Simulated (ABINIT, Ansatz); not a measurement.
Planning a run of Ansatz 0.2.0 on BN (P6_3/mmc). The input:

```yaml
crystal:
  lattice:
    - [2.50399, 0.0, 0.0]
    - [-1.251995, 2.1685189508, 0.0]
    - [0.0, 0.0, 6.6612]
  atoms:
    - { symbol: B, position: [0.3333333333, 0.6666666667, 0.25] }
    - { symbol: B, position: [0.6666666667, 0.3333333333, 0.75] }
    - { symbol: "N", position: [0.3333333333, 0.6666666667, 0.75] }
    - { symbol: "N", position: [0.6666666667, 0.3333333333, 0.25] }
kpoints:
  mp_grid: { grid: [6, 6, 4] }
hamiltonian:
  xc: pbe
scf:
  occupations: { method: fixed }
gw:
  n_empty_bands: 132
  ecut_chi: 212.25
  qp_bands: [v2, c2]
  qp_kpoints:
    - [0.3333333333333, 0.3333333333333, 0.5]
    - [0.5, 0.0, 0.0]
    - [0.0, 0.0, 0.0]
  screening: { model: contour_deformation }
```

```sh
ansatz run input.yaml --threads 8 --pin off --max-ram 14745MiB --backend cpu --events-out ev --progress --plain --runs-dir out
```

Question: How long will it take on 8 threads of Intel Xeon Platinum 8375C at 2.90GHz (Ice Lake), shared host, and how much memory?

It took 22 s; on shared hardware allow 11 s to 44 s. Peak host memory was 0.56 GiB. The sizes that set the cost: 713 plane waves a state, 21 irreducible k points, 225 plane waves in the screening and 6 SCF cycles.

The screening grows as filled bands × empty bands × pairs of k points, times the square of the screening basis for the matrix.

[Paths, hosts, dates, memory and timing lines, banners, echoed tables and standing remarks are left out of the program output.]

[Logs are printed without paths, hosts, clocks, repeated set-up lines and the standing remarks that a program may print on its own settings, such as how far it seeks lower states.]

[Runs of the session that timed out or met a known fault of the program may be left out.]

[Hosts, paths, dates, database ids (printed as entryN), source tags and the programs' standing remarks are cut or masked in the printed files.]

[G0W0 gaps are taken among the corrected bands and points alone; a level outside them can change the order at an edge.]

[Where Ansatz stands beside ABINIT at settings called matched, ABINIT's density can come from a denser mesh and the files from another edition; pairs whose starting gaps differed by over 0.03 eV were left out, so agreement reads better than it is.]
